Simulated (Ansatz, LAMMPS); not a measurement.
# What went wrong? amorphous 35Lu2O3-65HfO2 (mol %) (63 atoms)

Program: Ansatz 0.2.0. The cell: 12 Lu, 11 Hf and 40 O.

Input file input.yaml:

```yaml
crystal:
  lattice:
    - [9.50786, 0.0, 0.0]
    - [0.0, 9.50786, 0.0]
    - [0.0, 0.0, 9.50786]
  atoms:
    - { symbol: Lu, position: [0.02795, 0.03893, 0.20214] }
    - { symbol: Lu, position: [0.75131, 0.32616, 0.32849] }
    - { symbol: Lu, position: [0.35855, 0.92261, 0.00423] }
    - { symbol: Lu, position: [0.4634, 0.99645, 0.33708] }
    - { symbol: Lu, position: [0.29086, 0.32319, 0.81224] }
    - { symbol: Lu, position: [0.15271, 0.79105, 0.51075] }
    - { symbol: Lu, position: [0.79444, 0.706, 0.15068] }
    - { symbol: Lu, position: [0.6971, 0.12317, 0.04476] }
    - { symbol: Lu, position: [0.17068, 0.16893, 0.49603] }
    - { symbol: Lu, position: [0.44037, 0.44093, 0.48779] }
    - { symbol: Lu, position: [0.63807, 0.41396, 0.86587] }
    - { symbol: Lu, position: [0.05493, 0.01323, 0.8222] }
    - { symbol: Hf, position: [0.11128, 0.67982, 0.92079] }
    - { symbol: Hf, position: [0.46624, 0.06751, 0.68837] }
    - { symbol: Hf, position: [0.3534, 0.27205, 0.16254] }
    - { symbol: Hf, position: [0.7399, 0.63486, 0.47336] }
    - { symbol: Hf, position: [0.97151, 0.33991, 0.0142] }
    - { symbol: Hf, position: [0.40492, 0.69706, 0.73266] }
    [... 39 atom lines left out ...]
    - { symbol: O, position: [0.75752, 0.34827, 0.084] }
    - { symbol: O, position: [0.12326, 0.88816, 0.01998] }
    - { symbol: O, position: [0.33221, 0.67903, 0.95249] }
    - { symbol: O, position: [0.3434, 0.65239, 0.53008] }
    - { symbol: O, position: [0.10008, 0.72147, 0.30152] }
    - { symbol: O, position: [0.30208, 0.07624, 0.83666] }
kpoints:
  mp_grid: { grid: [1, 1, 1] }
hamiltonian:
  xc: lda
scf:
  occupations: { method: fermi_dirac, width: 0.3 }
  n_extra_bands: 0
  max_iter: 60
output:
  forces: true
```

On the command line:

```console
$ ansatz run input.yaml --threads 4 --pin off --max-ram 8192MiB --backend cpu --events-out ev --progress --plain --runs-dir out
```

Output:

```text
Error: inconsistent input (scf.n_extra_bands, scf.occupations.method): n_bands = 413 leaves no empty band above the 413 bands per channel that the deck's 826 electrons occupy, and the occupations search for the Fermi level (a smearing at a finite width, or tetrahedra): [...]
```

Run time: 0.13 s. Hardware: 4 threads of Arm Neoverse V2, shared host; peak memory 0.098 GiB; 0.25 s of CPU time.

Q: Name the fault and the fix.

Too few bands: scf.n_extra_bands = 0, scf.occupations.method = "fermi_dirac" and scf.occupations.width = 0.3.

The fix is to take out scf.n_extra_bands.

The program refused it before any cycle.

[Logs are printed without paths, hosts, clocks, repeated set-up lines and the standing remarks that a program may print on its own settings, such as how far it seeks lower states.]

[Hosts, paths, dates, database ids (printed as entryN), source tags and the programs' standing remarks are cut or masked in the printed files.]
